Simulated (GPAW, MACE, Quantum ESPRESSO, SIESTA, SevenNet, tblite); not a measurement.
## Amorphous Si0.4Ge0.6 (101 atoms): runs against a plane-wave reference

Density of this cell: 4.12 g/cm³. The cell holds 101 atoms: 40 Si and 61 Ge. Its edges and angles: a = 13.082 Å, b = 13.082 Å, c = 13.082 Å, α = 90.0°, β = 90.0°, γ = 90.0°. 101 atoms (40 Si, 61 Ge) placed at random at 4.12 g/cm³, melted at 3500 K for 10 ps at fixed volume with the Tersoff potential (Tersoff, Phys. Rev. B 39, 5566 (1989)). Quenched from 3500 K to 100 K at 500 K/ps and fixed volume, held 5 ps. Then every atom was moved at random, 0.05 Å r.m.s. a Cartesian component.

Geometry: as built.

The reference, a calculation:

```
method                 : Kohn-Sham DFT, PBE, SSSP efficiency 1.3.0 pseudopotentials, plane waves (Quantum ESPRESSO 7.5); sssp-pbe-1.3.0-efficiency, cutoffs 45/360 Ry, Γ point
r.m.s. force component : 0.534 eV/Å
longest force          : 2.645 eV/Å
pressure               : 0.2887 GPa
time                   : 9.9 min on 4 MPI ranks of Arm Neoverse V1, shared host
CPU time               : 40 min
```

Q: Estimate the differences from the reference, the CPU time and the memory of each run.
- SIESTA PBE, DZP, shift 0.01 Ry, mesh 300 Ry (SIESTA 5.4.2; 2 MPI ranks)
- GPAW PBE, LCAO dzp, h 0.2 Å (GPAW 26.7.0; 1 thread)
- MACE MP-0b3 medium potential (MACE MP-0b3 medium; 1 thread)
- SIESTA PBE, TZP, shift 0.01 Ry, mesh 300 Ry (SIESTA 5.4.2; 2 MPI ranks)
- GPAW PBE, LCAO szp(dzp), h 0.2 Å (GPAW 26.7.0; 1 thread)
- GPAW PBE, LCAO sz(dzp), h 0.2 Å (GPAW 26.7.0; 1 thread)
- tblite GFN1-xTB (tblite 0.8.0; 1 thread)
- GPAW PBE, plane waves 450 eV (GPAW 26.7.0; 4 MPI ranks)
- SevenNet l3i5 potential (SevenNet l3i5; 1 thread)
- SIESTA BLYP, PBE potentials, DZP, shift 0.01 Ry, mesh 300 Ry (SIESTA 5.4.2; 2 MPI ranks)

Differences are against the plane-wave reference, forces as r.m.s. over components; share is that over the reference's r.m.s. force, slope the least-squares factor from reference forces to these. Total energies of different programs have different zeros and aren't compared.

```tsv
run	Δ force, r.m.s. (meV/Å)	share (%)	slope	Δ pressure (GPa)	cores	CPU time	memory (GiB)
reference	-	-	-	-	4	40 min	6.8
SIESTA PBE, DZP, shift 0.01 Ry, mesh 300 Ry	139	26.1	1.129	1.45	2	12 min	2.4
GPAW PBE, LCAO dzp, h 0.2 Å	65.0	12.2	1.093	-	1	8 min	2.0
MACE MP-0b3 medium potential	204	38.2	0.777	-1.24	1	8.6 s	0.93
SIESTA PBE, TZP, shift 0.01 Ry, mesh 300 Ry	127	23.8	1.119	1.15	2	17 min	2.8
GPAW PBE, LCAO szp(dzp), h 0.2 Å (coarse)	156	29.2	1.204	-	1	5.9 min	2.0
GPAW PBE, LCAO sz(dzp), h 0.2 Å (coarse)	325	60.9	1.283	-	1	1.9 min	1.5
tblite GFN1-xTB	235	44.0	0.839	1.92	1	16 s	0.2
GPAW PBE, plane waves 450 eV	22.7	4.26	1.030	0.369	4	30 min	3.3
SevenNet l3i5 potential	190	35.5	0.814	-0.126	1	10 s	1.2
SIESTA BLYP, PBE potentials, DZP, shift 0.01 Ry, mesh 300 Ry	142	26.6	1.103	5.38	2	11 min	2.4
```

Rows marked coarse were listed beforehand as settings not expected to be converged; some can still land near the reference.

Times of the machine-learned potentials are mostly Python's start and the loading of weights.

CPU time is summed over cores on a shared host, where runs went side by side, so it is rough. Symmetry, cutoffs, thresholds, outputs and thread counts weren't matched or tuned between programs; memory under MPI is the largest rank's times the ranks.

PBE on plane waves or a grid with other potentials, cutoffs or grids, coarse settings apart, differs from the reference by 4.3 % (GPAW PBE, plane waves 450 eV) of the r.m.s. force; this holds the reference's own error, so differences of a few per cent don't tell which side is nearer the exact PBE result. The PBE runs in local orbitals, coarse settings apart, differ by 12 % (GPAW PBE, LCAO dzp, h 0.2 Å) to 26 % (SIESTA PBE, DZP, shift 0.01 Ry, mesh 300 Ry); basis, grid and potentials can all enter. Tight binding differs by 44 % (tblite GFN1-xTB); it is another model, with fitted parameters of its own, and the xTB methods hold dispersion. Machine-learned potentials differ by 36 % (SevenNet l3i5 potential) to 38 % (MACE MP-0b3 medium potential); they were trained on other programs' data. The reference samples few k-points for this cell, and its sampling error, which other DFT runs on the same mesh share, can be part of so large a difference. Among those trained on PBE data the slope goes as low as 0.78, which softening far from their training structures can give, though the reference's k-sampling is untested too. Periodic xTB results under one method name differ between programs and library versions. Machine-learned potentials mimic data converged in k, so the reference's own k-point error enters their differences. The network of bonds at the start is that of the classical potential that made the cell, and needn't be the one that DFT or experiment would give. The electronic-structure runs sample only Γ, in a cell whose shortest periodic width is 13 Å, which is coarse for a cell with partly filled levels.

[Logs are printed without paths, hosts, clocks, repeated set-up lines and the standing remarks that a program may print on its own settings, such as how far it seeks lower states.]

[Hosts, paths, dates, database ids (printed as entryN), source tags and the programs' standing remarks are cut or masked in the printed files.]
